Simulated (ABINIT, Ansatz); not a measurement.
# CsCaBr3 (Pm-3m): modes at Γ and the response to a field, part 2 of 3

Aim: the zone-centre modes of CsCaBr3 (Pm-3m).

ABINIT 10.8.3; DFT LDA, scalar-relativistic, plane waves, PseudoDojo norm-conserving pseudopotentials.

So far. Step 5 (Linear response at Γ): The acoustic modes at Γ come out as far as 0.9 cm⁻¹ from zero, where they should vanish, a small numerical error; the Born charges miss their sum rule by 0.013 e, which is good. The relaxed cell has a = 5.526 Å (conventional setting).

The structure was built from a prototype and need not be the compound's stable phase.

### 6. Zone-centre analysis

anaddb reads the merged derivatives, imposes the acoustic sum rule and charge neutrality, and adds the LO-TO term along chosen directions.

Contents of anaddb.abi:

```
ddb_filepath "gamma_DDB"
output_file "anaddb.abo"
outdata_prefix "anaddb"
asr 1
chneut 1
enunit 2
eivec 1
nph1l 1
qph1l 0.0 0.0 0.0 1.0
dieflag 1
nph2l 3
qph2l 
    1.0 0.0 0.0 0.0
    0.0 0.0 1.0 0.0
    1.0 1.0 1.0 0.0
```

Contents of mrgddb.in:

```
gamma_DDB
merged
2
dfpt_gammao_DS2_DDB
gso_DDB
```

The run is started by

```console
$ mrgddb < mrgddb.in > mrgddb.log
$ OMP_NUM_THREADS=1 anaddb anaddb.abi > anaddb.log
```

anaddb.abo, the main output file:

```text
[banners, grids, parts of the stress and lines that vanish by symmetry left out]
-outvars_anaddb: echo values of input variables ----------------------

 Flags :
[...]
Dielectric Tensor and Effective Charges
[...]
Effective charge tensors after
[...]
Phonon wavevector (reduced coordinates) :  0.00000  0.00000  0.00000
 Phonon energies in Hartree :
[...]
Phonon energies in meV     :
-  0.000000E+00  0.000000E+00  0.000000E+00  4.168538E+00  4.168538E+00
-  4.168538E+00  4.466085E+00  4.466085E+00  4.466085E+00  8.290134E+00
-  8.290134E+00  8.290134E+00  2.878905E+01  2.878905E+01  2.878905E+01
 Phonon frequencies in cm-1    :
-  0.000000E+00  0.000000E+00  0.000000E+00  3.362153E+01  3.362153E+01
-  3.362153E+01  3.602140E+01  3.602140E+01  3.602140E+01  6.686444E+01
-  6.686444E+01  6.686444E+01  2.321994E+02  2.321994E+02  2.321994E+02
 Phonon frequencies in Thz     :
-  0.000000E+00  0.000000E+00  0.000000E+00  1.007948E+00  1.007948E+00
-  1.007948E+00  1.079894E+00  1.079894E+00  1.079894E+00  2.004546E+00
-  2.004546E+00  2.004546E+00  6.961162E+00  6.961162E+00  6.961162E+00
 Phonon energies in Kelvin  :
-  0.000000E+00  0.000000E+00  0.000000E+00  4.837388E+01  4.837388E+01
-  4.837388E+01  5.182676E+01  5.182676E+01  5.182676E+01  9.620302E+01
-  9.620302E+01  9.620302E+01  3.340831E+02  3.340831E+02  3.340831E+02
[...]
-  1  0.00000000E+00  0.00000000E+00  1.15293263E-03
-     0.00000000E+00  0.00000000E+00  0.00000000E+00
-  2  0.00000000E+00  0.00000000E+00  1.15293513E-03
-     0.00000000E+00  0.00000000E+00  0.00000000E+00
-  3  0.00000000E+00  0.00000000E+00  1.15293571E-03
-     0.00000000E+00  0.00000000E+00  0.00000000E+00
-  4  0.00000000E+00  0.00000000E+00  1.15293861E-03
-     0.00000000E+00  0.00000000E+00  0.00000000E+00
-  5  0.00000000E+00  0.00000000E+00  1.15293861E-03
-     0.00000000E+00  0.00000000E+00  0.00000000E+00
[...]
-  1  0.00000000E+00 -1.15293263E-03  0.00000000E+00
-     0.00000000E+00  0.00000000E+00  0.00000000E+00
-  2  0.00000000E+00 -1.15293513E-03  0.00000000E+00
-     0.00000000E+00  0.00000000E+00  0.00000000E+00
-  3  0.00000000E+00 -1.15293861E-03  0.00000000E+00
-     0.00000000E+00  0.00000000E+00  0.00000000E+00
-  4  0.00000000E+00 -1.15293571E-03  0.00000000E+00
-     0.00000000E+00  0.00000000E+00  0.00000000E+00
-  5  0.00000000E+00 -1.15293861E-03  0.00000000E+00
-     0.00000000E+00  0.00000000E+00  0.00000000E+00
[...]
-  1  1.15293263E-03  0.00000000E+00  0.00000000E+00
-     0.00000000E+00  0.00000000E+00  0.00000000E+00
-  2  1.15293513E-03  0.00000000E+00  0.00000000E+00
-     0.00000000E+00  0.00000000E+00  0.00000000E+00
-  3  1.15293861E-03  0.00000000E+00  0.00000000E+00
-     0.00000000E+00  0.00000000E+00  0.00000000E+00
-  4  1.15293861E-03  0.00000000E+00  0.00000000E+00
-     0.00000000E+00  0.00000000E+00  0.00000000E+00
[...]
-  5  1.63143533E-03  0.00000000E+00  0.00000000E+00
-     0.00000000E+00  0.00000000E+00  0.00000000E+00
[...]
-     1         -0.000000     0.000000    -0.000004     0.000004
-     2         -0.000000     0.000004     0.000000     0.000004
[...]
-   1     Real    0.0000E+00  0.0000E+00  0.0000E+00  0.0000E+00  0.0000E+00  0.0000E+00  0.0000E+00
[...]
-   2     Real    0.0000E+00  0.0000E+00  0.0000E+00  0.0000E+00  0.0000E+00  0.0000E+00  0.0000E+00
[...]
-   3     Real    0.0000E+00  0.0000E+00  0.0000E+00  0.0000E+00  0.0000E+00  0.0000E+00  0.0000E+00
[...]
-   4     Real    0.0000E+00  0.0000E+00  1.5820E-05  0.0000E+00  3.3369E-12 -9.8059E-11  1.5820E-05
[...]
-   5     Real    0.0000E+00  1.5820E-05  0.0000E+00 -4.5048E-12  0.0000E+00  9.8059E-11  1.5820E-05
[...]
-   6     Real    1.5820E-05  0.0000E+00  0.0000E+00  4.5049E-12 -3.3369E-12  0.0000E+00  1.5820E-05
[...]
-   7     Real    0.0000E+00  0.0000E+00  0.0000E+00  0.0000E+00  0.0000E+00  0.0000E+00  0.0000E+00
[...]
-   8     Real    0.0000E+00  0.0000E+00  0.0000E+00  0.0000E+00  0.0000E+00  0.0000E+00  0.0000E+00
[...]
-   9     Real    0.0000E+00  0.0000E+00  0.0000E+00  0.0000E+00  0.0000E+00  0.0000E+00  0.0000E+00
[...]
-  10     Real    0.0000E+00  0.0000E+00  9.5796E-06  0.0000E+00  1.4877E-11  4.0622E-11  9.5796E-06
[...]
-  11     Real    0.0000E+00  9.5796E-06  0.0000E+00  7.4185E-11  0.0000E+00 -4.0622E-11  9.5796E-06
[...]
-  12     Real    9.5796E-06  0.0000E+00  0.0000E+00 -7.4185E-11 -1.4876E-11  0.0000E+00  9.5796E-06
[...]
-  13     Real    0.0000E+00  0.0000E+00  1.0576E-04  0.0000E+00  0.0000E+00  0.0000E+00  1.0576E-04
[...]
-  14     Real    1.4875E-14  1.0576E-04  0.0000E+00  1.2543E-09  0.0000E+00  0.0000E+00  1.0576E-04
[...]
-  15     Real    1.0576E-04  1.4875E-14  0.0000E+00 -1.2543E-09  0.0000E+00  0.0000E+00  1.0576E-04
[...]
Phonon at Gamma, with non-analyticity in the
[...]
Phonon energies in Hartree :
[...]
Phonon energies in meV     :
[...]
Phonon frequencies in cm-1    :
[...]
Phonon frequencies in Thz     :
[...]
Phonon energies in Kelvin  :
[...]
-  5.182676E+01  5.182676E+01  5.182676E+01  6.994562E+01  9.620302E+01
-  9.620302E+01  1.138002E+02  3.340831E+02  3.340831E+02  3.859017E+02
[...]
-  1  0.00000000E+00  0.00000000E+00  1.15293263E-03
-     0.00000000E+00  0.00000000E+00  0.00000000E+00
-  2  0.00000000E+00  0.00000000E+00  1.15293513E-03
-     0.00000000E+00  0.00000000E+00  0.00000000E+00
-  3  0.00000000E+00  0.00000000E+00  1.15293571E-03
-     0.00000000E+00  0.00000000E+00  0.00000000E+00
-  4  0.00000000E+00  0.00000000E+00  1.15293861E-03
-     0.00000000E+00  0.00000000E+00  0.00000000E+00
-  5  0.00000000E+00  0.00000000E+00  1.15293861E-03
-     0.00000000E+00  0.00000000E+00  0.00000000E+00
[...]
Phonon at Gamma, with non-analyticity in the
[...]
Phonon energies in Hartree :
[...]
Phonon energies in meV     :
-  0.000000E+00  0.000000E+00  0.000000E+00  4.168538E+00  4.168538E+00
-  4.466085E+00  4.466085E+00  4.466085E+00  6.027447E+00  8.290134E+00
-  8.290134E+00  9.806547E+00  2.878905E+01  2.878905E+01  3.325444E+01
 Phonon frequencies in cm-1    :
-  0.000000E+00  0.000000E+00  0.000000E+00  3.362153E+01  3.362153E+01
[...]
Phonon frequencies in Thz     :
[...]
Phonon energies in Kelvin  :
[...]
Phonon at Gamma, with non-analyticity in the
[...]
Phonon energies in Hartree :
[...]
Phonon energies in meV     :
[...]
Phonon frequencies in cm-1    :
[...]
Phonon frequencies in Thz     :
[...]
Phonon energies in Kelvin  :
[...]
-  5.182676E+01  5.182676E+01  5.182676E+01  6.994562E+01  9.620302E+01
-  9.620302E+01  1.138002E+02  3.340831E+02  3.340831E+02  3.859017E+02
[...]
-  4 -8.26675429E-05 -8.17670324E-04  3.14408462E-05
-     0.00000000E+00  0.00000000E+00  0.00000000E+00
-  5  1.31952284E-03  5.12266967E-05  3.14408462E-05
-     0.00000000E+00  0.00000000E+00  0.00000000E+00
[...]
Direction                     Dielectric constant
[...]
0.00000   0.00000   1.00000     12.93560971
   1.00000   1.00000   1.00000     12.93560971
-
```

The job ended after 0.52 s (1 thread of Arm Neoverse V1, shared host).

Numbers from this step:

```
mean static dielectric constant      : 12.94
highest mode moved by the LO-TO term : 268.2 cm⁻¹
```

No LO-TO term; unit eigenvectors of the mass-weighted matrix, from anaddb's displacements. Modes at Γ, with each element's share of the kinetic energy:

| mode | frequency (cm⁻¹) | symmetry | Cs % | Ca % | Br % |
| --- | --- | --- | --- | --- | --- |
| 1 | 0.0 | acoustic | 32 | 10 | 58 |
| 2 | 0.0 | acoustic | 32 | 10 | 58 |
| 3 | 0.0 | acoustic | 32 | 10 | 58 |
| 4 | 33.6 | T1u | 66 | 2 | 32 |
| 5 | 33.6 | T1u | 66 | 2 | 32 |
| 6 | 33.6 | T1u | 66 | 2 | 32 |
| 7 | 36.0 | T2u | 0 | 0 | 100 |
| 8 | 36.0 | T2u | 0 | 0 | 100 |
| 9 | 36.0 | T2u | 0 | 0 | 100 |
| 10 | 66.9 | T1u | 2 | 28 | 70 |
| 11 | 66.9 | T1u | 2 | 28 | 70 |
| 12 | 66.9 | T1u | 2 | 28 | 70 |
| 13 | 232.2 | T1u | 0 | 61 | 39 |
| 14 | 232.2 | T1u | 0 | 61 | 39 |
| 15 | 232.2 | T1u | 0 | 61 | 39 |

Displacements in mode 4 (33.6 cm⁻¹), the largest set to 1:
```
Cs1  0.00  0.00  1.00
Ca2  0.00  0.00 -0.28
Br3  0.00  0.00 -0.34
Br4  0.00  0.00 -0.59
Br5  0.00  0.00 -0.59
```

Displacements in mode 7 (36.0 cm⁻¹), the largest set to 1:
```
Cs1  0.00  0.00  0.00
Ca2  0.00  0.00  0.00
Br3  0.00  0.00  0.00
Br4  0.00  0.00 -1.00
Br5  0.00  0.00  1.00
```

Trace of the oscillator strength, degenerate modes summed. Infrared lines, with heights relative to the strongest:

| position (cm⁻¹) | lines merged | IR intensity, relative |
| --- | --- | --- |
| 34 | 3 | 15 |
| 36 | 3 | 0.0 |
| 67 | 3 | 9.1 |
| 232 | 3 | 100 |

Static dielectric tensor (ions relaxed, fixed cell):

```
12.94  0.00  0.00
 0.00 12.94  0.00
 0.00  0.00 12.94
```

The rule moves no optical mode by more than 0.1 cm⁻¹.

### 7. Sum rules set otherwise (asr 0)

Without the rule the raw error of the acoustic modes shows.

Changes to anaddb.abi since step 6:

```diff
@@ -3,4 +3,4 @@
 outdata_prefix "anaddb"
-asr 1
-chneut 1
+asr 0
+chneut 0
 enunit 2
```

mrgddb.in is that of step 6.

anaddb.abo, the main output file:

```text
[banners, grids, parts of the stress and lines that vanish by symmetry left out]
-outvars_anaddb: echo values of input variables ----------------------

 Flags :
[...]
Dielectric Tensor and Effective Charges
[...]
Effective charge tensors after
[...]
Phonon wavevector (reduced coordinates) :  0.00000  0.00000  0.00000
 Phonon energies in Hartree :
[...]
Phonon energies in meV     :
-  1.180247E-01  1.180247E-01  1.180247E-01  4.168823E+00  4.168823E+00
-  4.168823E+00  4.466112E+00  4.466112E+00  4.466112E+00  8.292527E+00
-  8.292527E+00  8.292527E+00  2.879056E+01  2.879056E+01  2.879056E+01
 Phonon frequencies in cm-1    :
-  9.519332E-01  9.519333E-01  9.519337E-01  3.362383E+01  3.362383E+01
-  3.362383E+01  3.602162E+01  3.602162E+01  3.602162E+01  6.688374E+01
-  6.688374E+01  6.688374E+01  2.322115E+02  2.322115E+02  2.322115E+02
 Phonon frequencies in Thz     :
-  2.853824E-02  2.853824E-02  2.853825E-02  1.008017E+00  1.008017E+00
-  1.008017E+00  1.079901E+00  1.079901E+00  1.079901E+00  2.005124E+00
-  2.005124E+00  2.005124E+00  6.961527E+00  6.961527E+00  6.961527E+00
 Phonon energies in Kelvin  :
-  1.369620E+00  1.369620E+00  1.369620E+00  4.837719E+01  4.837719E+01
-  4.837719E+01  5.182708E+01  5.182708E+01  5.182708E+01  9.623078E+01
-  9.623078E+01  9.623078E+01  3.341006E+02  3.341006E+02  3.341006E+02
[...]
-  1  0.00000000E+00  0.00000000E+00  1.15355874E-03
-     0.00000000E+00  0.00000000E+00  0.00000000E+00
-  2  0.00000000E+00  0.00000000E+00  1.15200192E-03
-     0.00000000E+00  0.00000000E+00  0.00000000E+00
-  3  0.00000000E+00  0.00000000E+00  1.15228084E-03
-     0.00000000E+00  0.00000000E+00  0.00000000E+00
-  4  0.00000000E+00  0.00000000E+00  1.15297904E-03
-     0.00000000E+00  0.00000000E+00  0.00000000E+00
-  5  0.00000000E+00  0.00000000E+00  1.15297904E-03
-     0.00000000E+00  0.00000000E+00  0.00000000E+00
[...]
-  1  0.00000000E+00  1.15355874E-03  0.00000000E+00
-     0.00000000E+00  0.00000000E+00  0.00000000E+00
-  2  0.00000000E+00  1.15200192E-03  0.00000000E+00
-     0.00000000E+00  0.00000000E+00  0.00000000E+00
-  3  0.00000000E+00  1.15297904E-03  0.00000000E+00
-     0.00000000E+00  0.00000000E+00  0.00000000E+00
-  4  0.00000000E+00  1.15228084E-03  0.00000000E+00
-     0.00000000E+00  0.00000000E+00  0.00000000E+00
-  5  0.00000000E+00  1.15297904E-03  0.00000000E+00
-     0.00000000E+00  0.00000000E+00  0.00000000E+00
[...]
-  1  1.15355874E-03  0.00000000E+00  0.00000000E+00
-     0.00000000E+00  0.00000000E+00  0.00000000E+00
-  2  1.15200192E-03  0.00000000E+00  0.00000000E+00
-     0.00000000E+00  0.00000000E+00  0.00000000E+00
-  3  1.15297904E-03  0.00000000E+00  0.00000000E+00
-     0.00000000E+00  0.00000000E+00  0.00000000E+00
-  4  1.15297904E-03  0.00000000E+00  0.00000000E+00
-     0.00000000E+00  0.00000000E+00  0.00000000E+00
[...]
-  5  1.63125310E-03  0.00000000E+00  0.00000000E+00
-     0.00000000E+00  0.00000000E+00  0.00000000E+00
[...]
-     1         -0.000000     0.000000    -0.005885     0.005885
-     2         -0.000000    -0.005885    -0.000000     0.005885
[...]
-   1     Real    0.0000E+00  0.0000E+00  2.3008E-10  0.0000E+00  0.0000E+00  0.0000E+00  2.3008E-10
[...]
-   2     Real    0.0000E+00  2.3008E-10  0.0000E+00  0.0000E+00  0.0000E+00  0.0000E+00  2.3008E-10
[...]
-   3     Real    2.3008E-10  0.0000E+00  0.0000E+00  0.0000E+00  0.0000E+00  0.0000E+00  2.3008E-10
[...]
-   4     Real    0.0000E+00  0.0000E+00  1.5853E-05  0.0000E+00 -1.7165E-12 -7.8198E-12  1.5853E-05
[...]
-   5     Real    0.0000E+00  1.5853E-05  0.0000E+00  1.8984E-11  0.0000E+00  7.8198E-12  1.5853E-05
[...]
-   6     Real    1.5853E-05  0.0000E+00  0.0000E+00 -1.8984E-11  1.7165E-12  0.0000E+00  1.5853E-05
[...]
-   7     Real    0.0000E+00  0.0000E+00  0.0000E+00  0.0000E+00  0.0000E+00  0.0000E+00  0.0000E+00
[...]
-   8     Real    0.0000E+00  0.0000E+00  0.0000E+00  0.0000E+00  0.0000E+00  0.0000E+00  0.0000E+00
[...]
-   9     Real    0.0000E+00  0.0000E+00  0.0000E+00  0.0000E+00  0.0000E+00  0.0000E+00  0.0000E+00
[...]
-  10     Real    0.0000E+00  0.0000E+00  9.5516E-06  0.0000E+00 -2.1560E-12  4.1798E-11  9.5516E-06
[...]
-  11     Real    0.0000E+00  9.5516E-06  0.0000E+00  4.2366E-11  0.0000E+00 -4.1798E-11  9.5516E-06
[...]
-  12     Real    9.5516E-06  0.0000E+00  0.0000E+00 -4.2366E-11  2.1562E-12  0.0000E+00  9.5516E-06
[...]
-  13     Real    0.0000E+00  0.0000E+00  1.0569E-04  0.0000E+00  0.0000E+00  0.0000E+00  1.0569E-04
[...]
-  14     Real    0.0000E+00  1.0569E-04  0.0000E+00  2.7405E-10  0.0000E+00  0.0000E+00  1.0569E-04
[...]
-  15     Real    1.0569E-04  0.0000E+00  0.0000E+00 -2.7405E-10  0.0000E+00  0.0000E+00  1.0569E-04
[...]
Phonon at Gamma, with non-analyticity in the
[...]
Phonon energies in Hartree :
[...]
Phonon energies in meV     :
[...]
Phonon frequencies in cm-1    :
[...]
Phonon frequencies in Thz     :
[...]
Phonon energies in Kelvin  :
[...]
-  5.182708E+01  5.182708E+01  5.182708E+01  7.000350E+01  9.623078E+01
-  9.623078E+01  1.138017E+02  3.341006E+02  3.341006E+02  3.858840E+02
[...]
-  1  0.00000000E+00  0.00000000E+00 -1.15355874E-03
-     0.00000000E+00  0.00000000E+00  0.00000000E+00
-  2  0.00000000E+00  0.00000000E+00 -1.15200192E-03
-     0.00000000E+00  0.00000000E+00  0.00000000E+00
-  3  0.00000000E+00  0.00000000E+00 -1.15228084E-03
-     0.00000000E+00  0.00000000E+00  0.00000000E+00
-  4  0.00000000E+00  0.00000000E+00 -1.15297904E-03
-     0.00000000E+00  0.00000000E+00  0.00000000E+00
-  5  0.00000000E+00  0.00000000E+00 -1.15297904E-03
-     0.00000000E+00  0.00000000E+00  0.00000000E+00
[...]
Phonon at Gamma, with non-analyticity in the
[...]
Phonon energies in Hartree :
[...]
Phonon energies in meV     :
-  1.180247E-01  1.180247E-01  1.186381E-01  4.168823E+00  4.168823E+00
-  4.466112E+00  4.466112E+00  4.466112E+00  6.032435E+00  8.292527E+00
-  8.292527E+00  9.806667E+00  2.879056E+01  2.879056E+01  3.325291E+01
 Phonon frequencies in cm-1    :
-  9.519333E-01  9.519337E-01  9.568808E-01  3.362383E+01  3.362383E+01
[...]
Phonon frequencies in Thz     :
[...]
Phonon energies in Kelvin  :
[...]
Phonon at Gamma, with non-analyticity in the
[...]
Phonon energies in Hartree :
[...]
Phonon energies in meV     :
[...]
Phonon frequencies in cm-1    :
[...]
Phonon frequencies in Thz     :
[...]
Phonon energies in Kelvin  :
[...]
-  5.182708E+01  5.182708E+01  5.182708E+01  7.000350E+01  9.623078E+01
-  9.623078E+01  1.138017E+02  3.341006E+02  3.341006E+02  3.858840E+02
[...]
-  4 -8.26538692E-05 -8.17557779E-04  3.14371172E-05
-     0.00000000E+00  0.00000000E+00  0.00000000E+00
-  5  1.31937913E-03  5.12167520E-05  3.14371172E-05
-     0.00000000E+00  0.00000000E+00  0.00000000E+00
[...]
Direction                     Dielectric constant
[...]
0.00000   0.00000   1.00000     12.94554901
   1.00000   1.00000   1.00000     12.94554901
-
```

The job ended after 0.51 s (1 thread).

Numbers from this step:

```yaml
mean_static_dielectric_constant: 12.95
```

Zone-centre frequencies as printed; negative means imaginary. Modes:

| mode | frequency (cm⁻¹) |
| --- | --- |
| 1 | 0.95 |
| 2 | 0.95 |
| 3 | 0.95 |
| 4 | 33.62 |
| 5 | 33.62 |
| 6 | 33.62 |
| 7 | 36.02 |
| 8 | 36.02 |
| 9 | 36.02 |
| 10 | 66.88 |
| 11 | 66.88 |
| 12 | 66.88 |
| 13 | 232.2 |
| 14 | 232.2 |
| 15 | 232.2 |

[end of part 2 of 3]

[Host names and launcher messages were left out of these logs when they were recorded.]

[Logs are printed without paths, hosts, clocks, repeated set-up lines and the standing remarks that a program may print on its own settings, such as how far it seeks lower states.]

[Hosts, paths, dates, database ids (printed as entryN), source tags and the programs' standing remarks are cut or masked in the printed files.]
